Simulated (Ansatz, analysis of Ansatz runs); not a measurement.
# Moving an added hole between Cl sites in BaGdCl5 (C2/c), part 2 of 3

Aim: the energy barrier that a trapped hole meets when it moves from one Cl atom to another one nearby in BaGdCl5 (C2/c). The model is a cell of 56 host atoms.

Ansatz 0.2.0; plane-wave PAW DFT, PBEsol+U; relaxation of all atoms of a supercell at fixed charge in a uniform background; PAW set soft_1.

So far. Step 2 (The cell without the carrier): The largest displacement from an ideal site is 0.061 Å.

### 3. The hole on the first site

The nearest neighbour or neighbours of the site start displaced and the site's starting moment is changed by the carrier's spin, since a carrier doesn't trap itself in the undistorted lattice.

A.relax/input.yaml

```yaml
crystal:
  lattice:
    - [-10.89740307, 0.0, 0.00767703]
    - [-0.73207676, 0.0, 13.52783386]
    - [-2.72435077, 9.55880601, 0.00191926]
  atoms:
    - { symbol: Ba, position: [0.162651, 0.125061, 0.349106] }
    - { symbol: Ba, position: [0.331534, 0.366399, 0.669078] }
    - { symbol: Gd, position: [0.038214, 0.124985, 0.843078], spin: 7.0 }
    - { symbol: Gd, position: [0.464553, 0.365437, 0.14123], spin: -7.0 }
    - { symbol: Cl, position: [0.313725, 0.125819, 0.740413] }
    - { symbol: Cl, position: [0.185181, 0.374056, 0.260198] }
    - { symbol: Cl, position: [0.39514, 0.301886, 0.929408] }
    - { symbol: Cl, position: [0.139522, 0.448094, 0.929224] }
    - { symbol: Cl, position: [0.401044, 0.246435, 0.38344] }
    - { symbol: Cl, position: [0.407041, 0.00262, 0.383512] }
    - { symbol: Cl, position: [0.097799, 0.253137, 0.617015] }
    - { symbol: Cl, position: [0.091783, 0.496973, 0.617266] }
    - { symbol: Cl, position: [0.359516, 0.051596, 0.071459] }
    - { symbol: Cl, position: [0.103972, 0.197869, 0.071132] }
    - { symbol: Ba, position: [0.147175, 0.632907, 0.347149] }
    - { symbol: Ba, position: [0.336208, 0.8744, 0.651511] }
    - { symbol: Gd, position: [0.038241, 0.624999, 0.843114], spin: 7.0 }
    - { symbol: Gd, position: [0.460827, 0.874681, 0.157541], spin: -7.0 }
    - { symbol: Cl, position: [0.313763, 0.625793, 0.740503] }
    - { symbol: Cl, position: [0.185208, 0.874019, 0.260177] }
    - { symbol: Cl, position: [0.395184, 0.801882, 0.929411] }
    - { symbol: Cl, position: [0.139559, 0.948086, 0.929163] }
    - { symbol: Cl, position: [0.401079, 0.746428, 0.383442] }
    - { symbol: Cl, position: [0.407087, 0.502611, 0.383538], spin: 1.0 }
    - { symbol: Cl, position: [0.097893, 0.753147, 0.617053] }
    - { symbol: Cl, position: [0.091773, 0.996964, 0.617238] }
    - { symbol: Cl, position: [0.35959, 0.551646, 0.071509] }
    - { symbol: Cl, position: [0.103992, 0.697856, 0.071197] }
    - { symbol: Ba, position: [0.662643, 0.125076, 0.349088] }
    - { symbol: Ba, position: [0.836154, 0.374368, 0.651509] }
    - { symbol: Gd, position: [0.538181, 0.124988, 0.843073], spin: 7.0 }
    - { symbol: Gd, position: [0.960776, 0.374682, 0.157545], spin: -7.0 }
    - { symbol: Cl, position: [0.813702, 0.125769, 0.740455] }
    - { symbol: Cl, position: [0.685191, 0.374, 0.260178] }
    - { symbol: Cl, position: [0.895155, 0.301865, 0.929378] }
    - { symbol: Cl, position: [0.639536, 0.448084, 0.929201] }
    - { symbol: Cl, position: [0.901031, 0.246393, 0.383404] }
    - { symbol: Cl, position: [0.907061, 0.002604, 0.38351] }
    - { symbol: Cl, position: [0.597844, 0.253146, 0.617033] }
    - { symbol: Cl, position: [0.591737, 0.49694, 0.617299] }
    - { symbol: Cl, position: [0.859567, 0.051627, 0.071483] }
    - { symbol: Cl, position: [0.60392, 0.19785, 0.071164] }
    - { symbol: Ba, position: [0.678271, 0.632659, 0.347175] }
    - { symbol: Ba, position: [0.836222, 0.874401, 0.651494] }
    - { symbol: Gd, position: [0.538266, 0.624989, 0.843095], spin: 7.0 }
    - { symbol: Gd, position: [0.960825, 0.874669, 0.157538], spin: -7.0 }
    - { symbol: Cl, position: [0.813759, 0.625814, 0.740478] }
    - { symbol: Cl, position: [0.685226, 0.874033, 0.260154] }
    - { symbol: Cl, position: [0.895161, 0.801884, 0.929403] }
    - { symbol: Cl, position: [0.639559, 0.948113, 0.929185] }
    - { symbol: Cl, position: [0.901081, 0.746419, 0.383439] }
    - { symbol: Cl, position: [0.907046, 0.502584, 0.383549] }
    - { symbol: Cl, position: [0.597882, 0.753148, 0.617059] }
    - { symbol: Cl, position: [0.591764, 0.996969, 0.617255] }
    - { symbol: Cl, position: [0.859559, 0.551652, 0.071518] }
    - { symbol: Cl, position: [0.604006, 0.697874, 0.071173] }
total_charge: 1
basis:
  ecutwfc: 420
  xc_grid: 2
hamiltonian:
  xc: pbesol
  hubbard:
    sites:
      - { species: Gd, l: f, u_eff: 6.0 }
      - { species: Cl, l: p, u_eff: 7.0 }
    projectors: ortho-atomic
  pseudopotentials: { kind: paw, azcp: { folder: soft_1 }, xc_functional: pbe }
kpoints:
  mp_grid: { grid: [1, 1, 1] }
magnetization:
  spin_polarized: true
  initial_magnetization: 1
  spin_locking: { lock_magnetization: hard }
scf:
  occupations: { method: fermi_dirac, width: 0.01 }
  max_iter: 120
  lower_state_search: "off"
output:
  forces: true
relax:
  f_tol: 0.015
  max_steps: 70
  escape_saddle: false
checkpoint:
  write: "../A.relax.run"
  compress: false
  write_wavefunctions: true
  write_every: 100000
```

Command:

```sh
ansatz run input.yaml --threads 8 --pin off --max-ram 17899MiB --backend cpu --events-out ev --progress --plain --runs-dir out
```

Numbers of over 12 decimals in the logs are rounded to 6 here.

The log of the run:

```text
[...]
Crystal: 56 atoms, lattice volume = 1409.089 Å³
Basis set: ecut = 420 eV, 27521 PW (Γ), exchange–correlation on 150×192×144 points (8 copies of the dense FFT grid, shifted against one another)
Bands: 308, of which v1, the nominal top of the filled ones, is band 252 counted from 1 (251 counted from 0)
Symmetry: 1 space group operations
[...]
k-points: 1
[...]
Starting moments: Σ|m| = 57 μB on 9 of 56 sites
[...]
SCF iter   1: F=—  HF=-163222.367404 eV  |F-HF|=—  |Δ(HF+E_count)|=         —  Δρ=1.14e-1 (↑1.14e-1 ↓1.11e-1)  dr2=1.25e2  dr2_m=1.49e2  M=1.000 μB ∫|m|=59.310 μB  β_m=0.30  ethr=3.10e-3  ⟨swp⟩=6.5  Hψ=2408  notcnv=0  defer=30
[...]
spin=Collinear: Kerker preconditioning applied to the charge; magnetization (m = ρ↑ − ρ↓) channel mixes plain (no charge-response kernel on spin).
SCF iter   2: F=—  HF=-163235.151824 eV  |F-HF|=—  |Δ(HF+E_count)|=    1.28e1  Δρ=8.86e-2 (↑8.08e-2 ↓8.86e-2)  dr2=2.23e1  dr2_m=8.93e1  M=1.000 μB ∫|m|=59.580 μB  β_m=0.57  ethr=3.10e-3  ⟨swp⟩=4.0  Hψ=1332  notcnv=0  defer=56
[...]
SCF iter  42: F=-163247.907632 eV  HF=-163247.907632 eV  |F-HF|=3.33e-7  |Δ(HF+E_count)|=   2.16e-5  Δρ=3.34e-6 (↑1.05e-6 ↓3.34e-6)  dr2=1.72e-7  dr2_m=3.83e-8  M=1.000 μB ∫|m|=57.975 μB  ethr=8.36e-10  ⟨swp⟩=6.0  Hψ=2142  notcnv=0
SCF 1 converged in 42 iterations: F = -163247.907632 eV  dr2 = 1.72e-7
[...]
relax step   1: F+E_penalty+E_count = -163247.90763200 eV  Δ(F+E_penalty+E_count) = +0.000e0 eV  max|allowed force component| = 5.829e-1 eV/Å  Δτ_max = 0.0000 Å  (42 SCF iters, dr2 threshold 5.63e-6 eV, accepted)
[...]
relax step   2: F+E_penalty+E_count = -163248.16803739 eV  Δ(F+E_penalty+E_count) = -2.604e-1 eV  max|allowed force component| = 6.538e-1 eV/Å  Δτ_max = 0.1945 Å  (11 SCF iters, dr2 threshold 2.12e-5 eV, accepted)
relax step   3: F+E_penalty+E_count = -163248.27876871 eV  Δ(F+E_penalty+E_count) = -1.107e-1 eV  max|allowed force component| = 1.518e-1 eV/Å  Δτ_max = 0.0564 Å  (11 SCF iters, dr2 threshold 2.67e-5 eV, accepted)
relax step   4: F+E_penalty+E_count = -163248.29357963 eV  Δ(F+E_penalty+E_count) = -1.481e-2 eV  max|allowed force component| = 2.466e-1 eV/Å  Δτ_max = 0.1757 Å  (15 SCF iters, dr2 threshold 1.44e-6 eV, accepted)
relax step   5: F+E_penalty+E_count = -163248.31011044 eV  Δ(F+E_penalty+E_count) = -1.653e-2 eV  max|allowed force component| = 3.388e-2 eV/Å  Δτ_max = 0.0762 Å  (8 SCF iters, dr2 threshold 3.80e-6 eV, accepted)
relax step   6: F+E_penalty+E_count = -163248.26876382 eV  Δ(F+E_penalty+E_count) = +4.135e-2 eV  max|allowed force component| = 2.956e-1 eV/Å  Δτ_max = 0.1689 Å  (13 SCF iters, rejected (line search))
relax step   7: F+E_penalty+E_count = -163248.31767715 eV  Δ(F+E_penalty+E_count) = -7.567e-3 eV  max|allowed force component| = 2.391e-2 eV/Å  Δτ_max = 0.0680 Å  (16 SCF iters, accepted)
relax step   8: F+E_penalty+E_count = -163248.31910185 eV  Δ(F+E_penalty+E_count) = -1.425e-3 eV  max|allowed force component| = 2.109e-2 eV/Å  Δτ_max = 0.0197 Å  (11 SCF iters, accepted)
relax step   9: F+E_penalty+E_count = -163248.32003050 eV  Δ(F+E_penalty+E_count) = -9.287e-4 eV  max|allowed force component| = 1.395e-2 eV/Å  Δτ_max = 0.0263 Å  (10 SCF iters, accepted)
relax step  10: F+E_penalty+E_count = -163248.32049197 eV  Δ(F+E_penalty+E_count) = -4.615e-4 eV  max|allowed force component| = 1.371e-2 eV/Å  Δτ_max = 0.0177 Å  (10 SCF iters, accepted)
SCF iter   1: F=—  HF=-163248.318016 eV  |F-HF|=—  |Δ(HF+E_count)|=         —  Δρ=5.14e-4 (↑4.76e-4 ↓5.14e-4)  dr2=9.33e-4  dr2_m=2.95e-3  M=1.000 μB ∫|m|=57.964 μB  β_m=0.30  ethr=1.78e-6  ⟨swp⟩=5.0  Hψ=1551  notcnv=0  defer=74
[...]
SCF iter   9: F=-163248.320784 eV  HF=-163248.320784 eV  |F-HF|=1.75e-8  |Δ(HF+E_count)|=   4.38e-6  Δρ=5.58e-7 (↑3.81e-7 ↓5.58e-7)  dr2=1.46e-8  dr2_m=7.46e-10  M=1.000 μB ∫|m|=57.964 μB  ethr=1.99e-11  ⟨swp⟩=6.5  Hψ=2813  notcnv=0
SCF 11 converged in 9 iterations: F = -163248.320784 eV  dr2 = 1.46e-8
relax step  11: F+E_penalty+E_count = -163248.32078409 eV  Δ(F+E_penalty+E_count) = -2.921e-4 eV  max|allowed force component| = 7.880e-3 eV/Å  Δτ_max = 0.0161 Å  (9 SCF iters, accepted)
NSCF: frozen V_eff on 1 k-points
[...]
SCF converged after 9 iterations
[...]
Magnetization: 1.0000 μB (252.0000 up, 251.0000 down)
Absolute magnetization: 57.9666 μB (∫|ρ↑−ρ↓|, with the PAW one-centre terms)
[...]
Per-site moments (μB) at R_I (Å): [(-0.000205948, 1.272918), (-8.64247310631054e-5, 1.238995), (6.972398, 1.135457), [... 53 left out ...]
Free energy (F): -163248.320784 eV
[...]
Internal energy: -163248.320784 eV  (E = F + TS)
E sigma→0 (E₀):  -163248.320784 eV
Fermi energy:    4.376848 (↑ 5.471037, ↓ 4.373839) eV
[...]
--- Forces (eV/Å), atoms counted from 1 ---
  atom   1  Ba    -0.00011535     0.00161337     0.00155451
  atom   2  Ba    -0.00143201    -0.00486169    -0.00105076
  [... 1 atom left out ...]
  atom   4  Gd     0.00134894     0.00069846    -0.00161810
  [... 4 atoms left out ...]
  atom   9  Cl     0.00030654    -0.00186295     0.00082561
  [... 14 atoms left out ...]
  atom  24  Cl     0.00045593     0.00348226    -0.00195585
  [... 2 atoms left out ...]
  atom  27  Cl    -0.00251810     0.00086113    -0.00074127
  [... 6 atoms left out ...]
  atom  34  Cl     0.00608013     0.00086854     0.00353988
  [... 1 atom left out ...]
  atom  36  Cl    -0.00173770     0.00405754    -0.00035126
  [... 3 atoms left out ...]
  atom  40  Cl     0.00130226     0.00266788     0.00116115
  [... 2 atoms left out ...]
  atom  43  Ba     0.00160592    -0.00063087     0.00012048
  [... 11 atoms left out ...]
  atom  55  Cl     0.00255562    -0.00204427     0.00222517
  [... 1 atom left out ...]
  max |Σ_I F_I| component: 6.81e-5 eV/Å
--- Band table (eV) ---
[...]
Occupation matrices written to <dir>
--- Relaxed structure (11 steps of the walk, 10 accepted, 0 SCFs on fresh bases) ---
  F+E_penalty+E_count = -163248.32078409 eV   max|allowed force component| = 7.880e-3 eV/Å
  atoms:
    - { symbol: Ba, position: [0.160490, 0.125182, 0.348147] }
    - { symbol: Ba, position: [0.325307, 0.356526, 0.669605] }
    [... 1 atom left out ...]
    - { symbol: Gd, position: [0.458398, 0.367263, 0.148482] }
    [... 4 atoms left out ...]
    - { symbol: Cl, position: [0.401823, 0.249767, 0.385059] }
    [... 14 atoms left out ...]
    - { symbol: Cl, position: [0.424599, 0.500441, 0.405115] }
    [... 2 atoms left out ...]
    - { symbol: Cl, position: [0.364674, 0.554389, 0.092852] }
    [... 6 atoms left out ...]
    - { symbol: Cl, position: [0.669305, 0.387396, 0.262521] }
    [... 1 atom left out ...]
    - { symbol: Cl, position: [0.631694, 0.442819, 0.921905] }
    [... 3 atoms left out ...]
    - { symbol: Cl, position: [0.596318, 0.501284, 0.609458] }
    [... 2 atoms left out ...]
    - { symbol: Ba, position: [0.679878, 0.639312, 0.343935] }
    [... 11 atoms left out ...]
    - { symbol: Cl, position: [0.859724, 0.550108, 0.065777] }
    [... 1 atom left out ...]
```

It took 4.1 min on 8 threads of Arm Neoverse V2, shared host; peak memory 2.7 GiB.

Relaxation path:

```
step  energy less that of the first step (eV)  largest force component (eV/Å)
   1                                   0.0000                          0.5829
   2                                  -0.2604                          0.6538
   3                                  -0.3711                          0.1518
   4                                  -0.3859                          0.2466
   5                                  -0.4025                          0.0339
   6                                  -0.3611                          0.2956
   7                                  -0.4100                          0.0239
   8                                  -0.4115                          0.0211
   9                                  -0.4124                          0.0140
  10                                  -0.4129                          0.0137
  11                                  -0.4132                          0.0079
```

Relaxation step 6 was tried and not accepted.

The atoms that moved most (Å):

```
atom      dx      dy      dz  length
Cl24  -0.248   0.206  -0.029   0.324
Cl34   0.157   0.022   0.181   0.241
Cl27  -0.116   0.204   0.037   0.237
Cl12  -0.186  -0.118   0.025   0.222
 Cl7   0.075   0.056  -0.124   0.155
Cl47  -0.052  -0.039  -0.140   0.154
 Ba2   0.074   0.005  -0.134   0.153
Cl36   0.109  -0.070  -0.071   0.148
```

The moves above count from the input, in which the site's nearest neighbours were already displaced; the distances below compare with the cell without the carrier.

Distances from Cl24 without and with the hole:

```
atom  without (Å)  with (Å)
 Gd4         2.77      3.07
Cl34         3.34      3.00
 Ba2         3.10      3.23
Cl40         3.46      3.12
Ba15         3.16      3.62
Cl23         3.30      3.21
Ba43         3.25      3.36
Cl27         3.33      3.40
 Cl9         3.47      3.43
Cl12         3.59      3.44
```

The largest changes of the moments are 0.83 μB on Cl24, 0.04 μB on Cl34 and 0.01 μB on Gd4. The largest part sits on the chosen site.

### 4. The hole on the second site

The same start is made on the second site, to get the end of the hop.

B.relax/input.yaml

```yaml
crystal:
  lattice:
    - [-10.89740307, 0.0, 0.00767703]
    - [-0.73207676, 0.0, 13.52783386]
    - [-2.72435077, 9.55880601, 0.00191926]
  atoms:
    - { symbol: Ba, position: [0.162651, 0.125061, 0.349106] }
    - { symbol: Ba, position: [0.336126, 0.374383, 0.651503] }
[... 1 atom line left out ...]
    - { symbol: Gd, position: [0.445152, 0.374687, 0.150645], spin: -7.0 }
[... 4 atom lines left out ...]
    - { symbol: Cl, position: [0.401044, 0.246435, 0.38344] }
[... 14 atom lines left out ...]
    - { symbol: Cl, position: [0.407087, 0.502611, 0.383538] }
[... 9 atom lines left out ...]
    - { symbol: Cl, position: [0.685191, 0.374, 0.260178], spin: 1.0 }
[... 5 atom lines left out ...]
    - { symbol: Cl, position: [0.591737, 0.49694, 0.617299] }
[... 2 atom lines left out ...]
    - { symbol: Ba, position: [0.662684, 0.625053, 0.349162] }
[... 12 atom lines left out ...]
    - { symbol: Cl, position: [0.604006, 0.697874, 0.071173] }
total_charge: 1
basis:
  ecutwfc: 420
  xc_grid: 2
hamiltonian:
  xc: pbesol
  hubbard:
    sites:
      - { species: Gd, l: f, u_eff: 6.0 }
      - { species: Cl, l: p, u_eff: 7.0 }
    projectors: ortho-atomic
  pseudopotentials: { kind: paw, azcp: { folder: soft_1 }, xc_functional: pbe }
kpoints:
  mp_grid: { grid: [1, 1, 1] }
magnetization:
  spin_polarized: true
  initial_magnetization: 1
  spin_locking: { lock_magnetization: hard }
scf:
  occupations: { method: fermi_dirac, width: 0.01 }
  max_iter: 120
  lower_state_search: "off"
output:
  forces: true
relax:
  f_tol: 0.015
  max_steps: 70
  escape_saddle: false
checkpoint:
  write: "../B.relax.run"
  compress: false
  write_wavefunctions: true
  write_every: 100000
```

The log of the run:

```text
[...]
Crystal: 56 atoms, lattice volume = 1409.089 Å³
Basis set: ecut = 420 eV, 27521 PW (Γ), exchange–correlation on 150×192×144 points (8 copies of the dense FFT grid, shifted against one another)
Bands: 308, of which v1, the nominal top of the filled ones, is band 252 counted from 1 (251 counted from 0)
Symmetry: 1 space group operations
[...]
k-points: 1
[...]
Starting moments: Σ|m| = 57 μB on 9 of 56 sites
[...]
SCF iter   1: F=—  HF=-163222.535703 eV  |F-HF|=—  |Δ(HF+E_count)|=         —  Δρ=1.15e-1 (↑1.15e-1 ↓1.07e-1)  dr2=6.92e1  dr2_m=1.51e2  M=1.000 μB ∫|m|=59.483 μB  β_m=0.30  ethr=3.10e-3  ⟨swp⟩=6.5  Hψ=2404  notcnv=0  defer=31
[...]
F+E_penalty+E_count = -163248.58099139 eV   max|allowed force component| = 1.251e-2 eV/Å
  atoms:
    - { symbol: Ba, position: [0.157834, 0.118004, 0.355374] }
    - { symbol: Ba, position: [0.337662, 0.376475, 0.639111] }
    [... 1 atom left out ...]
    - { symbol: Gd, position: [0.440156, 0.373371, 0.146193] }
    [... 4 atoms left out ...]
    - { symbol: Cl, position: [0.399441, 0.246336, 0.373844] }
    [... 14 atoms left out ...]
    - { symbol: Cl, position: [0.428793, 0.499784, 0.365705] }
    [... 2 atoms left out ...]
    - { symbol: Cl, position: [0.353074, 0.554025, 0.068015] }
    [... 6 atoms left out ...]
    - { symbol: Cl, position: [0.687754, 0.356756, 0.251782] }
    [... 1 atom left out ...]
    - { symbol: Cl, position: [0.634377, 0.446689, 0.936688] }
    [... 3 atoms left out ...]
    - { symbol: Cl, position: [0.593230, 0.496374, 0.614569] }
    [... 2 atoms left out ...]
    - { symbol: Ba, position: [0.666755, 0.639308, 0.349438] }
    [... 11 atoms left out ...]
    - { symbol: Cl, position: [0.859279, 0.544910, 0.072788] }
    [... 1 atom left out ...]
[key lines of the parts left out:]
SCF converged after 10 iterations
Magnetization: 1.0000 μB (252.0000 up, 251.0000 down)
Free energy (F): -163248.580991 eV
Fermi energy:    4.453270 (↑ 5.493387, ↓ 4.451370) eV
```

The job ended after 3.6 min (8 threads; peak memory 2.7 GiB; 28 min of CPU time).

Distances from Cl34 without and with the hole:

```
atom  without (Å)  with (Å)
Gd32         2.90      3.13
 Gd4         2.90      3.15
Cl42         3.36      3.10
Cl37         3.33      3.22
Cl24         3.34      3.27
Cl35         3.57      3.33
Cl55         3.37      3.42
 Cl9         3.54      3.46
Ba29         3.48      3.48
Ba43         3.51      3.94
```

The largest changes of the moments are 0.86 μB on Cl34, 0.02 μB on Cl42 and 0.01 μB on Cl35. The largest part sits on the chosen site.

[end of part 2 of 3]

[Logs are printed without paths, hosts, clocks, repeated set-up lines and the standing remarks that a program may print on its own settings, such as how far it seeks lower states.]

[Hosts, paths, dates, database ids (printed as entryN), source tags and the programs' standing remarks are cut or masked in the printed files.]
